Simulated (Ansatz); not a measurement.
## Y on W(100): change of the work function

Wanted: Δφ(θ) for Y/W(100), starting from the hollow site.

Program: Ansatz 0.2.0. Level of theory: plane-wave DFT, PBE, Ansatz PAW. Results are calculated unless marked as measured.

Report form: the programs' logs are mostly left out.

### Step 1. The structure

The cell holds 5 atoms: 5 W. Cell: a = 3.160 Å, b = 3.160 Å, c = 24.320 Å, α = 90.0°, β = 90.0°, γ = 90.0°. Vacuum lies along c.

### Step 2. The clean slab

The bare slab comes first, as the zero from which every change is counted. The two lowest layers are held at bulk places and the upper ones relax. The dipole correction removes the false field that a one-sided slab makes across the periodic vacuum, so each face gets a flat vacuum level of its own.

input.yaml

```yaml
crystal:
  lattice:
    - [3.16, 0.0, 0.0]
    - [0.0, 3.16, 0.0]
    - [0.0, 0.0, 24.32]
  atoms:
    - { symbol: W, position: [0.0, 0.0, 0.3700657895] }
    - { symbol: W, position: [0.5, 0.5, 0.4350328947] }
    - { symbol: W, position: [0.0, 0.0, 0.5] }
    - { symbol: W, position: [0.5, 0.5, 0.5649671053] }
    - { symbol: W, position: [0.0, 0.0, 0.6299342105] }
kpoints:
  mp_grid: { grid: [12, 12, 1] }
hamiltonian:
  xc: pbe
scf:
  occupations: { method: fermi_dirac, width: 0.1 }
  convergence: { dr2_threshold: 1.0e-08 }
efield:
  axis: 3
  dipole_correction: true
  ramp_position: 0.97
  ramp_width: 0.06
relax:
  f_tol: 0.02
  max_steps: 60
  constraints: [{ sites: [0, 1] }]
output:
  write_potential: true
  write_density: true
  volumetric_format: npy
```

The run is started by

```
> ansatz run input.yaml --threads 4 --pin off --max-ram 16384MiB --backend cpu --events-out ev --progress --plain --runs-dir out
```

Elapsed: 17 s, on 4 threads of AMD EPYC 9R14 (Zen 4), shared host; peak memory 0.7 GiB.

Relaxation path:

| step | energy less that of the first step (eV) | largest force component (eV/Å) |
| --- | --- | --- |
| 1 | 0.0000 | 1.5923 |
| 2 | 0.2389 | 2.9711 |
| 3 | -0.1112 | 0.2016 |
| 4 | -0.1130 | 0.0101 |

Relaxation step 2 was tried and not accepted.

Forces are held to the 8 operations that the run works with; a distortion that breaks them can't arise in this run.

The atoms that moved most (Å):

| atom | dx | dy | dz | length |
| --- | --- | --- | --- | --- |
| W5 | 0.000 | 0.000 | -0.086 | 0.086 |
| W4 | 0.000 | 0.000 | 0.064 | 0.064 |

Final coordinates:

```cif
data_structure
_symmetry_space_group_name_H-M 'P 1'
_symmetry_Int_Tables_number 1
_cell_length_a 3.1600
_cell_length_b 3.1600
_cell_length_c 24.3200
_cell_angle_alpha 90.000
_cell_angle_beta 90.000
_cell_angle_gamma 90.000
_cell_volume 242.85
loop_
_atom_site_label
_atom_site_type_symbol
_atom_site_fract_x
_atom_site_fract_y
_atom_site_fract_z
_atom_site_occupancy
W1 W 0.00000 0.00000 0.37007 1
W2 W 0.50000 0.50000 0.43503 1
W3 W 0.00000 0.00000 0.49997 1
W4 W 0.50000 0.50000 0.56759 1
W5 W 0.00000 0.00000 0.62641 1
```

This step gave:

```yaml
energy_at_zero_smearing: -51918.9390 eV
work_function_upper_face: 4.140 eV
work_function_lower_face: 4.251 eV
dipole_along_the_normal: 0.006111 e·Å
step_between_the_vacuum_levels: -0.1107 eV
```

Running mean over 1.58 Å of the planar mean; the ramp of the sawtooth is left out. Electron's electrostatic potential energy less the Fermi level against z:

| z (Å) | electron's electrostatic potential energy less the Fermi level (eV) |
| --- | --- |
| 3.0 | 4.25 |
| 3.5 | 4.25 |
| 4.0 | 4.25 |
| 4.5 | 4.25 |
| 5.0 | 4.24 |
| 5.5 | 4.22 |
| 6.0 | 4.16 |
| 6.5 | 3.97 |
| 7.0 | 3.41 |
| 7.5 | 1.68 |
| 8.0 | -2.58 |
| 8.5 | -8.00 |
| 9.0 | -11.3 |
| 9.5 | -12.2 |
| 10.0 | -12.4 |
| 10.5 | -12.5 |
| 11.0 | -12.6 |
| 11.5 | -12.7 |
| 12.0 | -12.6 |
| 12.5 | -12.2 |
| 13.0 | -12.0 |
| 13.5 | -12.4 |
| 14.0 | -13.4 |
| 14.5 | -13.9 |
| 15.0 | -13.0 |
| 15.5 | -10.2 |
| 16.0 | -5.21 |
| 16.5 | -0.0115 |
| 17.0 | 2.77 |
| 17.5 | 3.68 |
| 18.0 | 3.99 |
| 18.5 | 4.09 |
| 19.0 | 4.12 |
| 19.5 | 4.13 |
| 20.0 | 4.14 |
| 20.5 | 4.14 |
| 21.0 | 4.14 |

The relaxation took 4 steps and lowered the energy by 0.11 eV; the largest force on the free atoms ends at 0.010 eV/Å.

The work function of the upper face is 4.14 eV.

### Step 3. Adsorbate added, k-mesh 4×4×1, coverage 0.111 ML

System of this step: YW45 (Y/W(100)). The cell holds 46 atoms: 45 W and 1 Y. Its edges and angles: a = 9.480 Å, b = 9.480 Å, c = 27.089 Å, α = 90.0°, β = 90.0°, γ = 90.0°. Vacuum lies along c.

The clean slab as it ended is repeated in the plane and the adsorbate is set on one face; the cell's size fixes the coverage, and the k-mesh shrinks with it to keep the sampling density about even. Adsorbate and upper layers relax, since the dipole depends on the height.

input.yaml

```yaml
crystal:
  lattice:
    - [9.48, 0.0, 0.0]
    - [0.0, 9.48, 0.0]
    - [0.0, 0.0, 27.0894077909]
  atoms:
    - { symbol: W, position: [0.0, 0.0, 0.3322331765] }
    - { symbol: W, position: [0.1666666667, 0.1666666667, 0.3905585563] }
    - { symbol: W, position: [0.0, 0.0, 0.4488532444] }
    - { symbol: W, position: [0.1666666667, 0.1666666667, 0.5095639611] }
    - { symbol: W, position: [0.0, 0.0, 0.5623676402] }
    - { symbol: W, position: [0.0, 0.3333333333, 0.3322331765] }
    - { symbol: W, position: [0.1666666667, 0.5, 0.3905585563] }
    - { symbol: W, position: [0.0, 0.3333333333, 0.4488532444] }
[... 33 atom lines left out ...]
    - { symbol: W, position: [0.8333333333, 0.8333333333, 0.3905585563] }
    - { symbol: W, position: [0.6666666667, 0.6666666667, 0.4488532444] }
    - { symbol: W, position: [0.8333333333, 0.8333333333, 0.5095639611] }
    - { symbol: W, position: [0.6666666667, 0.6666666667, 0.5623676402] }
    - { symbol: "Y", position: [0.1666666667, 0.1666666667, 0.6677668235] }
kpoints:
  mp_grid: { grid: [4, 4, 1] }
hamiltonian:
  xc: pbe
scf:
  occupations: { method: fermi_dirac, width: 0.1 }
  convergence: { dr2_threshold: 1.0e-08 }
efield:
  axis: 3
  dipole_correction: true
  ramp_position: 0.97
  ramp_width: 0.06
relax:
  f_tol: 0.02
  max_steps: 60
  constraints:
    - { sites: [0, 1, 5, 6, 10, 11, 15, 16, 20, 21, 25, 26, 30, 31, 35, 36, 40, 41] }
output:
  write_potential: true
  write_density: true
  volumetric_format: npy
```

It took 35 min on 4 threads; peak memory 9.6 GiB; 2.2 h of CPU time.

Relaxation path:

| step | energy less that of the first step (eV) | largest force component (eV/Å) |
| --- | --- | --- |
| 1 | 0.0000 | 2.8607 |
| 2 | -0.7314 | 2.7694 |
| 3 | -1.2859 | 2.3044 |
| 4 | -1.6786 | 1.4684 |
| 5 | -1.8837 | 0.7820 |
| 6 | -1.9373 | 0.6349 |
| 7 | -1.9650 | 0.1362 |
| 8 | -1.9914 | 0.2132 |
| 9 | -2.0459 | 0.3397 |
| 10 | -1.9334 | 1.1135 |
| 11 | -2.1107 | 0.2727 |
| 12 | -2.1534 | 0.0818 |
| 13 | -2.1549 | 0.0508 |
| 14 | -2.1553 | 0.0211 |
| 15 | -2.1554 | 0.0033 |

Relaxation step 10 was tried and not accepted.

The run keeps the 8 symmetry operations that it works with, so distortions that break them were not tested.

The atoms that moved most (Å):

| atom | dx | dy | dz | length |
| --- | --- | --- | --- | --- |
| Y46 | 0.000 | 0.000 | -0.955 | 0.955 |
| W30 | -0.218 | 0.000 | 0.054 | 0.224 |
| W40 | 0.000 | -0.218 | 0.054 | 0.224 |
| W15 | 0.218 | 0.000 | 0.054 | 0.224 |
| W35 | 0.000 | 0.218 | 0.054 | 0.224 |
| W5 | -0.079 | -0.079 | 0.041 | 0.118 |
| W20 | 0.079 | -0.079 | 0.041 | 0.118 |
| W10 | -0.079 | 0.079 | 0.041 | 0.118 |

Numbers from this step:

```yaml
energy_at_zero_smearing: -471120.7303 eV
work_function_upper_face: 3.375 eV
work_function_lower_face: 4.234 eV
dipole_along_the_normal: 0.4269 e·Å
step_between_the_vacuum_levels: -0.8595 eV
```

Running mean over 1.58 Å of the planar mean; the ramp of the sawtooth is left out. The electron's electrostatic potential energy less the Fermi level by z:

| z (Å) | electron's electrostatic potential energy less the Fermi level (eV) |
| --- | --- |
| 4 | 4.23 |
| 5 | 4.22 |
| 6 | 4.14 |
| 7 | 3.39 |
| 8 | -2.58 |
| 9 | -11.3 |
| 10 | -12.3 |
| 11 | -12.6 |
| 12 | -12.6 |
| 13 | -12.2 |
| 14 | -13.1 |
| 15 | -12.7 |
| 16 | -6.08 |
| 17 | 1.02 |
| 18 | 2.58 |
| 19 | 3.27 |
| 20 | 3.36 |
| 21 | 3.37 |
| 22 | 3.37 |
| 23 | 3.37 |

The relaxation took 15 steps and lowered the energy by 2.2 eV; the largest force on the free atoms ends at 0.0033 eV/Å.

The covered face has 3.37 eV, -0.77 eV against the clean one; the bare back face has moved by -0.02 eV, a measure of how thin the slab is.

### Step 4. Adsorbate added, k-mesh 6×6×1, coverage 0.25 ML

System of this step: YW20 (Y/W(100)). The cell holds 21 atoms: 20 W and 1 Y. Its edges and angles: a = 6.320 Å, b = 6.320 Å, c = 27.089 Å, α = 90.0°, β = 90.0°, γ = 90.0°. Vacuum lies along c.

Another coverage, to see how the dipoles act on each other as their distance changes.

input.yaml

```yaml
crystal:
  lattice:
    - [6.32, 0.0, 0.0]
    - [0.0, 6.32, 0.0]
    - [0.0, 0.0, 27.0894077909]
  atoms:
    - { symbol: W, position: [0.0, 0.0, 0.3322331765] }
    - { symbol: W, position: [0.25, 0.25, 0.3905585563] }
    - { symbol: W, position: [0.0, 0.0, 0.4488532444] }
    - { symbol: W, position: [0.25, 0.25, 0.5095639611] }
    - { symbol: W, position: [0.0, 0.0, 0.5623676402] }
    - { symbol: W, position: [0.0, 0.5, 0.3322331765] }
    - { symbol: W, position: [0.25, 0.75, 0.3905585563] }
    - { symbol: W, position: [0.0, 0.5, 0.4488532444] }
    - { symbol: W, position: [0.25, 0.75, 0.5095639611] }
    - { symbol: W, position: [0.0, 0.5, 0.5623676402] }
    - { symbol: W, position: [0.5, 0.0, 0.3322331765] }
    - { symbol: W, position: [0.75, 0.25, 0.3905585563] }
    - { symbol: W, position: [0.5, 0.0, 0.4488532444] }
    - { symbol: W, position: [0.75, 0.25, 0.5095639611] }
    - { symbol: W, position: [0.5, 0.0, 0.5623676402] }
    - { symbol: W, position: [0.5, 0.5, 0.3322331765] }
    - { symbol: W, position: [0.75, 0.75, 0.3905585563] }
    - { symbol: W, position: [0.5, 0.5, 0.4488532444] }
    - { symbol: W, position: [0.75, 0.75, 0.5095639611] }
    - { symbol: W, position: [0.5, 0.5, 0.5623676402] }
    - { symbol: "Y", position: [0.25, 0.25, 0.6677668235] }
kpoints:
  mp_grid: { grid: [6, 6, 1] }
hamiltonian:
  xc: pbe
scf:
  occupations: { method: fermi_dirac, width: 0.1 }
  convergence: { dr2_threshold: 1.0e-08 }
efield:
  axis: 3
  dipole_correction: true
  ramp_position: 0.97
  ramp_width: 0.06
relax:
  f_tol: 0.02
  max_steps: 60
  constraints: [{ sites: [0, 1, 5, 6, 10, 11, 15, 16] }]
output:
  dos: { projected: true, e_range: [-8, 4] }
  write_potential: true
  write_density: true
  volumetric_format: npy
  elf: true
```

Wall time 5.5 min (4 threads); peak memory 4.6 GiB; 21 min of CPU time.

The steps of the relaxation:

| step | energy less that of the first step (eV) | largest force component (eV/Å) |
| --- | --- | --- |
| 1 | 0.0000 | 2.6955 |
| 2 | -0.6773 | 2.6648 |
| 3 | -1.2047 | 2.3191 |
| 4 | -1.6195 | 1.6497 |
| 5 | -1.8795 | 0.8180 |
| 6 | -1.9474 | 0.1733 |
| 7 | -1.9503 | 0.0485 |
| 8 | -1.9507 | 0.0343 |
| 9 | -1.9508 | 0.0034 |

The run keeps the 8 symmetry operations that it works with, so distortions that break them were not tested.

The atoms that moved most (Å):

| atom | dx | dy | dz | length |
| --- | --- | --- | --- | --- |
| Y21 | 0.000 | 0.000 | -0.940 | 0.940 |
| W20 | 0.052 | 0.052 | 0.034 | 0.081 |
| W15 | 0.052 | -0.052 | 0.034 | 0.081 |
| W10 | -0.052 | 0.052 | 0.034 | 0.081 |
| W5 | -0.052 | -0.052 | 0.034 | 0.081 |
| W19 | 0.000 | 0.000 | -0.049 | 0.049 |
| W4 | 0.000 | 0.000 | 0.031 | 0.031 |
| W9 | 0.000 | 0.000 | -0.009 | 0.009 |

Final coordinates:

```xyz
21
Lattice="6.3200 0.0000 0.0000 0.0000 6.3200 0.0000 0.0000 0.0000 27.0894" Properties=species:S:1:pos:R:3
W     0.0000    0.0000    9.0000
W     1.5800    1.5800   10.5800
W     0.0047    0.0047   12.1639
W     1.5800    1.5800   13.8348
W    -0.0523   -0.0523   15.2680
W     0.0000    3.1600    9.0000
W     1.5800    4.7400   10.5800
W     0.0047    3.1553   12.1639
W     1.5800    4.7400   13.7947
W    -0.0523    3.2123   15.2680
W     3.1600    0.0000    9.0000
W     4.7400    1.5800   10.5800
W     3.1553    0.0047   12.1639
W     4.7400    1.5800   13.7947
W     3.2123   -0.0523   15.2680
W     3.1600    3.1600    9.0000
W     4.7400    4.7400   10.5800
W     3.1553    3.1553   12.1639
W     4.7400    4.7400   13.7549
W     3.2123    3.2123   15.2680
Y     1.5800    1.5800   17.1493
```

This step gave:

```
energy at zero smearing        : -211525.6351 eV
work function, upper face      : 2.657 eV
dipole along the normal        : 0.3481 e·Å
step between the vacuum levels : -1.577 eV
```

The density of states has structure finer than the step of the table below, so its rows give means over 0.25 eV, whole bins alone (the curve runs from -8 to 1.98 eV). Peaks (eV: height): -3.970: 54.8, -3.010: 42.7, -2.500: 44.4, -2.380: 38.3, -0.450: 52.2, 1.290: 42.9, 1.560: 45.1.

The density of states by energy, zero at the Fermi level; means over each step:

| energy (eV) | density of states (states/eV a cell) |
| --- | --- |
| -7.75 | 1.30 |
| -7.50 | 1.34 |
| -7.25 | 1.39 |
| -7.00 | 1.93 |
| -6.75 | 4.04 |
| -6.50 | 2.69 |
| -6.25 | 4.25 |
| -6.00 | 6.40 |
| -5.75 | 6.46 |
| -5.50 | 10.8 |
| -5.25 | 12.5 |
| -5.00 | 15.4 |
| -4.75 | 14.0 |
| -4.50 | 13.9 |
| -4.25 | 20.4 |
| -4.00 | 32.2 |
| -3.75 | 14.0 |
| -3.50 | 12.5 |
| -3.25 | 11.7 |
| -3.00 | 30.7 |
| -2.75 | 27.1 |
| -2.50 | 27.9 |
| -2.25 | 29.9 |
| -2.00 | 21.2 |
| -1.75 | 27.3 |
| -1.50 | 22.3 |
| -1.25 | 20.8 |
| -1.00 | 14.5 |
| -0.75 | 18.3 |
| -0.50 | 28.7 |
| -0.25 | 23.1 |
| 0.00 | 24.0 |
| 0.25 | 18.6 |
| 0.50 | 15.7 |
| 0.75 | 20.3 |
| 1.00 | 22.9 |
| 1.25 | 28.2 |
| 1.50 | 24.8 |
| 1.75 | 25.9 |

Projected DOS per atom over height of the atomic layer and energy from the Fermi level. Layers: W4 W4 W4 W4 W4 Y from below.

Ten even steps from '_' (0.00 states/eV) to '@' (2.20 states/eV), each cell a mean:
```
**++====--@@
%%==++--==++
++::==::++**
++..::..==**
@@..::::**##
%%::..--##**
==::..::++==
++------++==
++==++==**--
##++**++##..
==##++##==__
::==--==::__
::==----::__
++**++**++..
::--==--::__
..--++--..__
__::--::____
__......____
____________
____________
____________
____________
```
Columns: height of the atomic layer (Å) from 9 to 17.1 (not evenly spaced); rows upwards: energy from the Fermi level (eV) from -7.96 to 1.95.

Electrostatic potential energy in the ca plane at fractional y = 0.250, with atoms of W and Y within 0.2 Å of it. With pseudopotentials it is smooth inside the atoms' cores, unlike the true potential.

Values in eV, 9 rows by 16 columns, each cell a mean:
```
  6   4  -6   3   4  -4   1   7   8   7   7   7   8   8   8   8
  8  -9 -49 -11  -1 -45 -22   7   9   9   8   8   8   8   8   8
  8 -12 -54 -14  -2 -50 -27   7   9   9   8   8   8   8   8   8
  6   2 -14   1   4 -12  -2   7   8   8   7   8   8   8   8   8
  5   5   3   5   5   3   5   6   5   3   6   7   7   8   8   8
  7  -1 -27  -3   3 -23 -10   6 -13 -21   2   6   7   8   8   8
  8 -14 -57 -17  -2 -52 -32   4 -36 -48  -2   6   7   8   8   8
  7  -4 -38  -6   2 -33 -16   5 -20 -30   1   6   7   8   8   8
  6   5   1   4   5   2   4   6   3   1   5   7   7   8   8   8
```
Columns run along c (16.0 Å, from fractional 0.30 to 0.89 of the cell; values clipped at the 3rd and 97th percentile), rows up along a (6.3 Å). Atoms in or near the plane, at fractional coordinates: W at (0.39, 0.25), W at (0.51, 0.25), W at (0.39, 0.75), W at (0.51, 0.75), Y at (0.63, 0.25).

ELF in the ca plane at fractional y = 0.250, with atoms of W and Y within 0.2 Å of it. It is the smooth field of the valence electrons, not physical close to the nuclei.

Values, 9 rows by 16 columns, each cell a mean:
```
0.41 0.41 0.25 0.41 0.44 0.26 0.35 0.41 0.46 0.27 0.12 0.05 0.01 0.00 0.00 0.00
0.40 0.34 0.55 0.35 0.33 0.53 0.41 0.34 0.26 0.17 0.06 0.01 0.00 0.00 0.00 0.00
0.39 0.34 0.49 0.35 0.30 0.49 0.42 0.32 0.23 0.14 0.05 0.01 0.00 0.00 0.00 0.00
0.41 0.39 0.29 0.38 0.43 0.29 0.34 0.40 0.43 0.28 0.12 0.04 0.01 0.00 0.00 0.00
0.41 0.45 0.30 0.46 0.45 0.32 0.41 0.46 0.38 0.14 0.10 0.09 0.03 0.00 0.00 0.00
0.40 0.37 0.42 0.36 0.40 0.40 0.35 0.42 0.44 0.63 0.12 0.08 0.05 0.01 0.00 0.00
0.37 0.33 0.42 0.35 0.27 0.43 0.43 0.24 0.66 0.71 0.23 0.06 0.06 0.01 0.00 0.00
0.40 0.35 0.52 0.35 0.37 0.48 0.39 0.37 0.52 0.73 0.15 0.08 0.06 0.01 0.00 0.00
0.41 0.43 0.27 0.44 0.45 0.29 0.39 0.47 0.33 0.18 0.09 0.09 0.04 0.01 0.00 0.00
```
Columns run along c (16.0 Å, from fractional 0.30 to 0.89 of the cell), rows up along a (6.3 Å). Atoms in or near the plane, at fractional coordinates: W at (0.39, 0.25), W at (0.51, 0.25), W at (0.39, 0.75), W at (0.51, 0.75), Y at (0.63, 0.25).

(Continued in part 2 of 2.)

[Logs are printed without paths, hosts, clocks, repeated set-up lines and the standing remarks that a program may print on its own settings, such as how far it seeks lower states.]

[Hosts, paths, dates, database ids (printed as entryN), source tags and the programs' standing remarks are cut or masked in the printed files.]

[Maps of the electrostatic potential energy from Ansatz leave out the sawtooth potential of an applied field or a dipole correction, so their vacuum need not be flat; planar profiles and work functions include it.]

[The density of states shown here was stored with 400 of the rows of the run's finer table, so its peaks can read low, often by over a quarter, or be missed, and its means over a window can be off by a tenth or more.]
